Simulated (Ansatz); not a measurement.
# Pb(100) film of 3 layers: lattice stability ahead of a resistivity run

Question: is the lattice of Pb(100) film of 3 layers stable, and if so, what are its coupling constant and resistivity?

Program: Ansatz 0.2.0. Level of theory: DFT PBE, scalar-relativistic, plane waves, PAW. Results are calculated unless marked as measured.

### Step 1. Starting point

The cell holds 3 atoms: 3 Pb. Its edges and angles: a = 3.500 Å, b = 3.500 Å, c = 15.950 Å, α = 90.0°, β = 90.0°, γ = 90.0°. It derives from Pb. Vacuum lies along c.

### Step 2. A first look on a coarse mesh

One cheap point first: pressure, gap and cost.

File input.yaml:

```yaml
crystal:
  lattice:
    - [3.50018, 0.0, 0.0]
    - [0.0, 3.50018, 0.0]
    - [0.0, 0.0, 15.95]
  atoms:
    - { symbol: Pb, position: [0.0, 0.0, 0.34482759] }
    - { symbol: Pb, position: [0.5, 0.5, 0.5] }
    - { symbol: Pb, position: [0.0, 0.0, 0.65517241] }
  periodic: [true, true, false]
kpoints:
  mp_grid: { grid: [6, 6, 1] }
hamiltonian:
  xc: pbe
scf:
  occupations: { method: gaussian, width: 0.1 }
output:
  forces: true
  stress: true
  eigenvalues: true
```

Launch:

```sh
$ ansatz run input.yaml --threads 4 --pin off --max-ram 16384MiB --backend cpu --events-out ev --progress --plain --runs-dir out
```

Numbers of over 12 decimals in the logs are rounded to 6 here.

Log:

```text
[the first part of the log is left out]
Entropy (-TS):   -0.028083 eV (-9.361 meV/atom)
Fermi energy:    -3.927830 eV
--- Per-component energies (eV) ---
  E_band       = -734.659228
  E_kinetic    = 864.176224
  E_local      = -81785.801558  (includes V_loc(G=0)·N_el)
  E_nonlocal   = 1048.641790
  E_hartree    = 40268.813491
  E_xc         = -660.318677
  E_vxc        = -394.724639  (∫ρ·V_xc dr)
  E_paw        = -31216.908027  (= ΣΔE_a)
  E_vpaw       = -1004.604371  (= ΣTr[D̂ρ^β])
  E_aug_tail   = 0.000145  (compensation charges beyond the density's cutoff)
  E_ewald      = 35762.882723
  E_smearing   = -0.028083  (= −TS)
  E_closure    = -0.000000  (closes the sum)
  Σ components = -35718.541973   (vs F -35718.541973, Δ=0.00e0)
--- Forces (eV/Å), atoms counted from 1 ---
  atom   1  Pb     0.00000000     0.00000000    -0.13685858
  atom   2  Pb     0.00000000     0.00000000     0.00000000
  atom   3  Pb     0.00000000     0.00000000     0.13685858
  max |Σ_I F_I| component: 0.00e0 eV/Å
--- 2D stress c σ (N/m, compression-positive) ---
       -1.424916       0.000000       0.000000
        0.000000      -1.424916       0.000000
        0.000000       0.000000       0.000000
  P = ½ c Tr σ = -1.4249 N/m
--- Band table (eV; the first three rows and the last of 10) ---
  k-point 0: bands = ["-21.1851", "-21.1415", "-21.0769", "-21.0651", "-21.0224", "-20.9914", "-20.9914", "-20.9100", "-20.9091", "-20.9091", "-20.8887", "-20.8605", "-20.7930", "-20.7650", "-20.7650", "-15.1916", "-13.7677", "-11.7872", "-6.2121", "-3.6218", "-1.2961 (-1.2961°)", "-1.2961 (-1.2961°)", "-1.0557 (-1.0562°)", "-0.2341 (-0.2558°)", "0.3005", "0.3290"]
  k-point 1: bands = ["-21.1425", "-21.1069", "-21.0451", "-21.0330", "-21.0179", "-20.9834", "-20.9802", "-20.9415", "-20.9367", "-20.8889", "-20.8837", "-20.8809", "-20.8034", "-20.8017", "-20.7646", "-14.8393", "-13.4517", "-11.6045", "-5.8797", "-4.4888", "-2.7679", "-2.4990", "-0.9016 (-0.9016°)", "-0.5647 (-0.5649°)", "-0.3693", "0.3082"]
  k-point 2: bands = ["-21.0879", "-21.0710", "-21.0274", "-21.0250", "-20.9929", "-20.9810", "-20.9755", "-20.9460", "-20.9176", "-20.9168", "-20.9057", "-20.8405", "-20.8100", "-20.8074", "-20.7743", "-13.8090", "-12.6047", "-11.4110", "-6.5959", "-6.1865", "-4.3029", "-3.9949", "-1.5574", "-0.1194 (-0.1194°)", "0.1940", "0.7736"]
  k-point 9: bands = ["-21.1295", "-21.1295", "-21.0788", "-21.0703", "-21.0382", "-20.9907", "-20.9907", "-20.8808", "-20.8264", "-20.7904", "-20.7904", "-20.7735", "-20.7579", "-20.7579", "-20.7185", "-10.5782", "-10.4878", "-10.4267", "-6.6239", "-6.6239", "-5.0243", "-5.0243", "-3.0077", "-3.0077", "-2.9844", "-2.8023"]
  ° read free of the cell's end (the report's vacuum.weakly_bound_levels)
```

The job ended after 4.2 s (4 threads of Arm Neoverse V1, shared host; peak memory 0.69 GiB; 12 s of CPU time).

Numbers from this step:

```yaml
metallic_on_mesh: yes
gap_on_the_k_mesh: 0 eV
```

### Step 3. Relaxation

The structure is brought to rest under this functional.

input.yaml, the sections that differ from step 2:

```yaml
kpoints:
  mp_grid: { grid: [8, 8, 1] }
output:
  forces: true
  stress: true
  eigenvalues: true
  write_density: true
  write_potential: true
  elf: true
  volumetric_format: npy
relax:
  adjacent_minimum: "off"
  f_tol: 0.005
  max_steps: 80
  cell: { stress_2d_tol: 0.02 }
# crystal, hamiltonian, scf: as in step 2
```

Log:

```text
Warning: crystal.periodic: the lattice vector that does not repeat stood 0.000° off the slab's normal, 15.950 Å along it as the deck builds it. The run solves the slab on a vector along the normal, 33.700 Å long, with every atom where it was (on the deck's vector they left 11.00 Å outside them, and the widest stretch free of ions among them is 2.47 Å). A fractional position that the run reports is one of the run's ce [...]
crystal.periodic: the lattice vector that does not repeat stood 0.000° off the slab's normal, 15.950 Å along it as the deck builds it. The run solves the slab on a vector along the normal, 33.700 Å long, with every atom where it was (on the deck's vector they left 11.00 Å outside them, and the widest stretch free of ions among them is 2.47 Å). A fractional position that the run reports is one of the run's cell, which [...]
[...]
Crystal: 3 atoms, lattice volume = 412.867 Å³
Basis set: ecut = 420 eV, 8045 PW (Γ), exchange–correlation on 48×48×480 points (8 copies of the dense FFT grid, shifted against one another)
Bands: 26, of which v1, the nominal top of the filled ones, is band 21 counted from 1 (20 counted from 0)
Symmetry: 16 space group operations
[...]
k-points: 15 of 64
[...]
SCF iter   1: F=—  HF=-35718.665559 eV  |F-HF|=—  |Δ(HF+E_count)|=         —  Δρ=6.36e-4  dr2=1.98e-3  ethr=1.77e-3  ⟨swp⟩=11.4  Hψ=2648  notcnv=0
[...]
SCF iter   7: F=-35718.668012 eV  HF=-35718.668012 eV  |F-HF|=2.07e-9  |Δ(HF+E_count)|=   9.21e-9  Δρ=1.48e-6  dr2=2.99e-8  ethr=2.38e-10  ⟨swp⟩=24.1  Hψ=4469  notcnv=0
SCF 1 converged in 7 iterations: F = -35718.668012 eV  dr2 = 2.99e-8
[...]
relax step   1: F+E_penalty+E_count = -35718.66801202 eV  Δ(F+E_penalty+E_count) = +0.000e0 eV  max|allowed force component| = 1.701e-2 eV/Å  Δτ_max = 0.0000 Å  P = -0.524 N/m  Ω = 412.867 Å³  fix = [c, alpha, beta]  reactions: c +0.000 N/m  (7 SCF iters, dr2 threshold 1.00e-7 eV, accepted)
Crystal: 3 atoms, lattice volume = 408.908 Å³
Basis set: ecut = 420 eV, 7917 PW (Γ), exchange–correlation on 48×48×480 points (8 copies of the dense FFT grid, shifted against one another)
[...]
iter 1 solved again at ethr=1.05e-6 eV; its pass at ethr=3.10e-3 eV (dr2=4.40e-4 eV) is discarded
[...]
SCF iter   6: F=-35718.672275 eV  HF=-35718.672275 eV  |F-HF|=6.40e-10  |Δ(HF+E_count)|=   1.08e-8  Δρ=1.13e-6  dr2=1.81e-8  ethr=7.14e-10  ⟨swp⟩=18.0  Hψ=4196  notcnv=0
SCF 2 converged in 6 iterations: F = -35718.672275 eV  dr2 = 1.81e-8
relax step   2: F+E_penalty+E_count = -35718.67227453 eV  Δ(F+E_penalty+E_count) = -4.263e-3 eV  max|allowed force component| = 2.665e-2 eV/Å  Δτ_max = 0.0173 Å  P = -0.398 N/m  Ω = 408.908 Å³  energy of the carried Pulay correction = +1.255e-4 eV  fix = [c, alpha, beta]  reactions: c +0.000 N/m  (6 SCF iters, dr2 threshold 3.00e-7 eV, accepted)
Crystal: 3 atoms, lattice volume = 389.545 Å³
Basis set: ecut = 420 eV, 7581 PW (Γ), exchange–correlation on 48×48×480 points (8 copies of the dense FFT grid, shifted against one another)
[...]
SCF iter   7: F=-35718.675814 eV  HF=-35718.675814 eV  |F-HF|=4.13e-8  |Δ(HF+E_count)|=   4.98e-7  Δρ=3.27e-6  dr2=1.14e-7  ethr=4.22e-10  ⟨swp⟩=20.3  Hψ=4552  notcnv=0
SCF 3 converged in 7 iterations: F = -35718.675814 eV  dr2 = 1.14e-7
relax step   3: F+E_penalty+E_count = -35718.67581389 eV  Δ(F+E_penalty+E_count) = -3.539e-3 eV  max|allowed force component| = 1.066e-1 eV/Å  Δτ_max = 0.1988 Å  P = -0.640 N/m  Ω = 389.545 Å³  energy of the carried Pulay correction = +7.696e-4 eV  fix = [c, alpha, beta]  reactions: c +0.000 N/m  (7 SCF iters, dr2 threshold 1.77e-7 eV, accepted)
[...]
relax step   4: F+E_penalty+E_count = -35718.68381585 eV  Δ(F+E_penalty+E_count) = -8.002e-3 eV  max|allowed force component| = 1.028e-2 eV/Å  Δτ_max = 0.0701 Å  P = +0.214 N/m  Ω = 387.198 Å³  energy of the carried Pulay correction = +8.513e-4 eV  fix = [c, alpha, beta]  reactions: c +0.000 N/m  (7 SCF iters, dr2 threshold 3.00e-7 eV, accepted)
[...]
relax step   5: F+E_penalty+E_count = -35718.68412923 eV  Δ(F+E_penalty+E_count) = -3.134e-4 eV  max|allowed force component| = 3.487e-3 eV/Å  Δτ_max = 0.0236 Å  P = -0.037 N/m  Ω = 392.186 Å³  energy of the carried Pulay correction = +6.787e-4 eV  fix = [c, alpha, beta]  reactions: c +0.000 N/m  (7 SCF iters, dr2 threshold 5.15e-8 eV, accepted)
[...]
relax step   6: F+E_penalty+E_count = -35718.68424543 eV  Δ(F+E_penalty+E_count) = -1.162e-4 eV  max|allowed force component| = 6.698e-4 eV/Å  Δτ_max = 0.0078 Å  P = -0.008 N/m  Ω = 391.079 Å³  energy of the carried Pulay correction = +7.167e-4 eV  fix = [c, alpha, beta]  reactions: c +0.000 N/m  (8 SCF iters, dr2 threshold 1.53e-9 eV, accepted)
[...]
SCF iter   7: F=-35718.683592 eV  HF=-35718.683592 eV  |F-HF|=4.37e-11  |Δ(HF+E_count)|=  1.02e-10  Δρ=8.44e-9  dr2=6.90e-13  ethr=1.00e-12  ⟨swp⟩=13.1  Hψ=2820  notcnv=0
SCF 7 converged in 7 iterations: F = -35718.683592 eV  dr2 = 6.90e-13
relax step   7: F+E_penalty+E_count = -35718.68359167 eV  Δ(F+E_penalty+E_count) = +6.538e-4 eV  max|allowed force component| = 6.608e-4 eV/Å  Δτ_max = 0.0000 Å  P = -0.011 N/m  Ω = 391.079 Å³  fix = [c, alpha, beta]  reactions: c +0.000 N/m  stress off target by 1.15e-2 N/m on what of the cell is left free  SCF on the basis re-selected at this cell (its energy is not comparable with the rows above)  (7 SCF iters)
basis re-selected at this cell: Δ(F+E_penalty+E_count) = +6.538e-4 eV, ΔP = -0.004 N/m vs the last step (what re-selecting the basis moved, of the pressure what is left beyond the Pulay correction that the steps carried, after the strain that the cell walked since its last selection, with what the two solves' SCF thresholds leave and, on support functions, any second-order correction that the steps lacked; it is no m [...]
WARN: The output density's exchange-correlation potential varies sharply where the density is thin. Do not read a vacuum level from v_tot or v_xc, or from such a field of the output density. On a cell that repeats whose density bears no net charge and no dipole along the vacuum's axis use v_es (v_loc + v_h of the components); under efield.dipole_correction with no amplitude use v_es + v_field, which holds any externa [...]
SCF converged after 7 iterations
Free energy (F): -35718.683592 eV
[...]
Internal energy: -35718.665235 eV  (E = F + TS)
E sigma→0 (E₀):  -35718.674413 eV
Entropy (-TS):   -0.018357 eV (-6.119 meV/atom)
Fermi energy:    -3.831641 eV
[...]
--- Forces (eV/Å), atoms counted from 1 ---
  atom   1  Pb     0.00000000     0.00000000    -0.00066083
  atom   2  Pb     0.00000000     0.00000000     0.00000000
  atom   3  Pb     0.00000000     0.00000000     0.00066083
  max |Σ_I F_I| component: 1.08e-19 eV/Å
--- 2D stress c σ (N/m, compression-positive) ---
       -0.011491       0.000000       0.000000
        0.000000      -0.011491       0.000000
        0.000000       0.000000       0.000000
  P = ½ c Tr σ = -0.0115 N/m
--- Band table (eV; the first three rows and the last of 15) ---
  k-point 0: bands = [... 17 lower, -11.9898, -6.3655, -3.7682, -1.1168 (-1.1174°), -0.4557 (-0.4557°), -0.4557 (-0.4557°), -0.2414 (-0.2678°), 0.3133, ... 1 higher]
  k-point 1: bands = [... 17 lower, -11.8510, -6.1468, -3.8611, -1.9823, -1.6346 (-1.6346°), -0.4200 (-0.4233°), -0.2165 (-0.2165°), -0.0820, ... 1 higher]
  k-point 2: bands = [... 17 lower, -11.5042, -5.6274, -5.2367, -3.8348, -2.8257, -1.7141, -0.1257 (-0.1266°), 0.4693, ... 1 higher]
  k-point 14: bands = [... 17 lower, -9.9530, -6.2389, -6.2389, -4.8423, -4.8423, -3.0926, -3.0926, -2.5377, ... 1 higher]
  ° read free of the cell's end (the report's vacuum.weakly_bound_levels)
--- Relaxed structure (6 steps of the walk, 6 accepted, 1 SCFs on fresh bases) ---
  F+E_penalty+E_count = -35718.68359167 eV   max|allowed force component| = 6.608e-4 eV/Å   (the final SCF, on the basis selected at the relaxed cell)
  cell:  # Å, volume = 391.0791 Å³
    - [3.406570, 0, 0.0]
    - [0, 3.406570, 0.0]
    - [0.0, 0.0, 33.700000]
  atoms:
    - { symbol: Pb, position: [0, 0, 0.159342] }
    - { symbol: Pb, position: [0.5, 0.5, 0.236647] }
    - { symbol: Pb, position: [0, 0, 0.313952] }
```

The job ended after 27 s (4 threads; peak memory 0.73 GiB; 1.7 min of CPU time).

The steps of the relaxation:

```tsv
step	energy less that of the first step (eV)	largest force component (eV/Å)	volume (Å³)
1	0.0000	0.0170	412.87
2	-0.0043	0.0267	408.91
3	-0.0078	0.1066	389.54
4	-0.0158	0.0103	387.20
5	-0.0161	0.0035	392.19
6	-0.0162	0.0007	391.08
7*	-0.0156	0.0007	391.08
```

Relaxation steps marked * repeat the geometry before them on a plane-wave basis chosen anew for their cell, so energy and pressure can jump there.

The run keeps the 16 symmetry operations that it works with, so distortions that break them were not tested.

```tsv
cell as run	before	after	change
a (Å)	3.500	3.407	-2.7 %
b (Å)	3.500	3.407	-2.7 %
```

The atoms that moved most (Å, along periodic axes as changes of fractional coordinates times the final cell, across vacuum about the mean position):

```tsv
atom	dx	dy	dz	length
Pb1	0.000	0.000	-0.130	0.130
Pb3	0.000	0.000	0.130	0.130
```

The relaxed structure:

```xyz
3
Lattice="3.4066 0.0000 0.0000 0.0000 3.4066 0.0000 0.0000 0.0000 33.7000" Properties=species:S:1:pos:R:3
Pb    0.0000    0.0000    5.3698
Pb    1.7033    1.7033    7.9750
Pb    0.0000    0.0000   10.5802
```

ELF in the ca plane at fractional y = 0.000, with atoms of Pb within 0.2 Å of it. It is the smooth field of the valence electrons, not physical close to the nuclei.

Ten even steps from '0' (0.00) to '9' (0.45), each cell a mean:
```
00000001369995104865332345772028998420000000
00000001258999668764333345687679996310000000
00000000135888887654443444678888874210000000
00000000113567776554444444566776542100000000
00000000012456666554444444556665432100000000
00000000124678877654444444567788753100000000
00000000247999888754433345678899985310000000
00000001358997326864333345784259997420000000
00000001369994003865332345771017998521000000
```
Columns run along c (16.0 Å, from fractional 0.00 to 0.47 of the cell), rows up along a (3.4 Å). Atoms in or near the plane, at fractional coordinates: Pb at (0.16, 0.00), Pb at (0.31, 0.00).

Electrostatic potential energy in the ca plane at fractional y = 0.000, with atoms of Pb within 0.2 Å of it. With pseudopotentials it is smooth inside the atoms' cores, unlike the true potential.

Ten even steps from '0' (-45 eV) to '9' (0 eV), each cell a mean:
```
99999999999840120389999998601201699999999999
99999999999972001689999999840004899999999999
99999999999987657899999999986568999999999999
99999999999999889999999999998899999999999999
99999999999999999999999999999999999999999999
99999999999998888999999999988888999999999999
99999999999985224799999999863136899999999999
99999999999850000489999999710002799999999999
99999999999830330279999998602310699999999999
```
Columns run along c (16.0 Å, from fractional 0.00 to 0.47 of the cell; values clipped at the 3rd and 97th percentile), rows up along a (3.4 Å). Atoms in or near the plane, at fractional coordinates: Pb at (0.16, 0.00), Pb at (0.31, 0.00).

Valence density in the ca plane at fractional y = 0.000, with atoms of Pb within 0.2 Å of it. It is the smooth field of the valence electrons, not physical close to the nuclei.

Ten steps, logarithmic in the rise over the least value, from '0' (0.00 × 1e0 e/Å³) to '9' (9.12 × 1e0 e/Å³), each cell a mean:
```
00000000001247997521111112368986310000000000
00000000000135775321111111246764210000000000
00000000000123443211111111234432100000000000
00000000000012222111111111112221100000000000
00000000000011221111111111112211100000000000
00000000000112332211111111122322100000000000
00000000000124554321111111235553210000000000
00000000000246887421111111357875310000000000
00000000001258998531100112469996310000000000
```
Columns run along c (16.0 Å, from fractional 0.00 to 0.47 of the cell), rows up along a (3.4 Å). Atoms in or near the plane, at fractional coordinates: Pb at (0.16, 0.00), Pb at (0.31, 0.00).

The relaxation ends with a largest force component of 6.6e-4 eV/Å.

### Step 4. Relaxing tightly for phonons

Residual forces and stress shift phonon frequencies, so the cell is relaxed again, with tight thresholds and the mesh and smearing of this input.

input.yaml, the sections that differ from step 3:

```yaml
crystal:
  lattice:
    - [3.406570463, 0.0, 0.0]
    - [0.0, 3.406570463, 0.0]
    - [0.0, 0.0, 33.699999758]
  atoms:
    - { symbol: Pb, position: [0.0, 0.0, 0.1593415185] }
    - { symbol: Pb, position: [0.5, 0.5, 0.236646886] }
    - { symbol: Pb, position: [0.0, 0.0, 0.3139522535] }
  periodic: [true, true, false]
scf:
  occupations: { method: methfessel_paxton, width: 0.2 }
relax:
  adjacent_minimum: "off"
  f_tol: 0.001
  max_steps: 60
  cell: { stress_2d_tol: 0.002 }
# kpoints, hamiltonian, output: as in step 3
```

Log:

```text
[the first part of the log is left out]
  E_paw        = -31216.683746  (= ΣΔE_a)
  E_vpaw       = -1004.265909  (= ΣTr[D̂ρ^β])
  E_aug_tail   = 0.000150  (compensation charges beyond the density's cutoff)
  E_ewald      = 37153.470194
  E_smearing   = -0.010370  (= −TS)
  E_closure    = -0.000000  (closes the sum)
  Σ components = -35718.679532   (vs F -35718.679532, Δ=0.00e0)
--- Forces (eV/Å), atoms counted from 1 ---
  atom   1  Pb     0.00000000     0.00000000     0.00014092
  atom   2  Pb     0.00000000     0.00000000     0.00000000
  atom   3  Pb     0.00000000     0.00000000    -0.00014092
  max |Σ_I F_I| component: 1.26e-29 eV/Å
--- 2D stress c σ (N/m, compression-positive) ---
        0.000681       0.000000       0.000000
        0.000000       0.000681       0.000000
        0.000000       0.000000       0.000000
  P = ½ c Tr σ = 0.0007 N/m
--- Band table (eV; the first three rows and the last of 15) ---
[...]
° read free of the cell's end (the report's vacuum.weakly_bound_levels)
--- Relaxed structure (5 steps of the walk, 5 accepted, 1 SCFs on fresh bases) ---
[...]
cell:  # Å, volume = 390.4056 Å³
    - [3.403636, 0, 0.0]
    - [0, 3.403636, 0.0]
    - [0.0, 0.0, 33.699999758]
  atoms:
    - { symbol: Pb, position: [0, 0, 0.159197] }
    - { symbol: Pb, position: [0.5, 0.5, 0.236646886] }
    - { symbol: Pb, position: [0, 0, 0.314097] }
```

It took 23 s on 4 threads; peak memory 0.73 GiB; 85 s of CPU time.

Little changed from the start: no atom moved by 0.005 Å and no cell edge by 0.1 %.

ELF in the ca plane at fractional y = 0.000, with atoms of Pb within 0.2 Å of it. It is the smooth field of the valence electrons, not physical close to the nuclei.

Ten even steps from '0' (0.00) to '9' (0.45), each cell a mean:
```
00000001369995104865332345772028998421000000
00000001258999668764333345687679997310000000
00000000135888887654443444678888874210000000
00000000113567776554444444566776542100000000
00000000012456666554444444556665432100000000
00000000124678877654444444567788753100000000
00000000247999888754433345678899985310000000
00000001368997326864333345784259997420000000
00000001369994003865332345771017998521000000
```
Columns run along c (16.0 Å, from fractional 0.00 to 0.47 of the cell), rows up along a (3.4 Å). Atoms in or near the plane, at fractional coordinates: Pb at (0.16, 0.00), Pb at (0.31, 0.00).

Valence density in the ca plane at fractional y = 0.000, with atoms of Pb within 0.2 Å of it. It is the smooth field of the valence electrons, not physical close to the nuclei.

Ten steps, logarithmic in the rise over the least value, from '0' (0.00 × 1e0 e/Å³) to '9' (9.13 × 1e0 e/Å³), each cell a mean:
```
00000000001257997521111112368986310000000000
00000000000135775321111111246764210000000000
00000000000123443211111111224432100000000000
00000000000012222111111111112221100000000000
00000000000011221111111111112211100000000000
00000000000112332211111111122322100000000000
00000000000124554321111111235553210000000000
00000000000246887421111111357875310000000000
00000000001258998531100112469996410000000000
```
Columns run along c (16.0 Å, from fractional 0.00 to 0.47 of the cell), rows up along a (3.4 Å). Atoms in or near the plane, at fractional coordinates: Pb at (0.16, 0.00), Pb at (0.31, 0.00).

Electrostatic potential energy in the ca plane at fractional y = 0.000, with atoms of Pb within 0.2 Å of it. With pseudopotentials it is smooth inside the atoms' cores, unlike the true potential.

Ten even steps from '0' (-45 eV) to '9' (0 eV), each cell a mean:
```
99999999999840120389999998601201699999999999
99999999999872001689999999840004899999999999
99999999999987657899999999986568999999999999
99999999999999889999999999998899999999999999
99999999999999999999999999999999999999999999
99999999999998888999999999988888999999999999
99999999999985224799999999863136899999999999
99999999999850000489999999720002799999999999
99999999999830330279999998601410699999999999
```
Columns run along c (16.0 Å, from fractional 0.00 to 0.47 of the cell; values clipped at the 3rd and 97th percentile), rows up along a (3.4 Å). Atoms in or near the plane, at fractional coordinates: Pb at (0.16, 0.00), Pb at (0.31, 0.00).

(Continued in part 2 of 2.)

[Logs are printed without paths, hosts, clocks, repeated set-up lines and the standing remarks that a program may print on its own settings, such as how far it seeks lower states.]

[Hosts, paths, dates, database ids (printed as entryN), source tags and the programs' standing remarks are cut or masked in the printed files.]
